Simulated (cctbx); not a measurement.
# Resonant diffraction in Sr2Mg3Si

Space group P6_3/mmc (no. 194), a = 6.2910 Å, b = 6.2910 Å, c = 10.0130 Å, α = 90.00°, β = 90.00°, γ = 120.00°.

| atom | mult. | x | y | z | Ueq (Å²) |
| --- | --- | --- | --- | --- | --- |
| Sr1 | 4 | 2/3 | 1/3 | 0.0593 | 0.0056 |
| Si1 | 2 | 0 | 0 | 1/2 | 0.0066 |
| Mg1 | 6 | 0.1674 | 0.8326 | 1/4 | 0.0150 |

This is a model crystal, built by substitution and not relaxed, with assumed displacement parameters.

Calculated with cctbx: free-atom f′ and f″ from the Sasaki tables, no fine structure; amplitudes in electrons.

```csv
E (eV),F 0 1 2,F 1 1 0,F 0 1 1,F 1 2 0
15505,30.7,116.6,21.4,23.3
15855,29.5,113.4,20.4,21.8
15985,28.5,110.6,19.5,20.4
16045,27.5,107.9,18.6,19.1
16075,26.5,105.1,17.8,17.7
16090,25.5,102.4,16.9,16.4
16097,24.6,100.0,16.1,15.2
16101,23.6,97.4,15.3,13.9
16109,23.7,97.2,15.6,15.0
16113,24.9,100.5,16.6,16.5
16120,25.9,103.2,17.4,17.7
16135,27.0,106.1,18.3,19.1
16165,28.0,109.0,19.2,20.4
16255,29.5,112.9,20.4,22.2
16505,30.9,117.0,21.7,24.1
```

**Question.** Which edge is crossed, and why do the reflections move as they do?

The K edge of Sr. The edge is at 16105 eV. f′ of Sr falls from -4.4 e at 15985 eV to -7.7 e at 4 eV below it, and f″ steps from 0.52 to 3.77 e across it. Over that approach |F| changes by -17 % (0 1 2), -12 % (1 1 0), -22 % (0 1 1) and -32 % (1 2 0): a reflection falls where Sr scatters in phase with the total and rises where it scatters against it; it hardly moves where the Sr term is small or cancels by symmetry. Above the edge the larger f″ enters the imaginary part, where it can add to or cancel the other atoms' f″. The structure is centrosymmetric, so Friedel mates stay equal.

[Logs are printed without paths, hosts, clocks, repeated set-up lines and the standing remarks that a program may print on its own settings, such as how far it seeks lower states.]
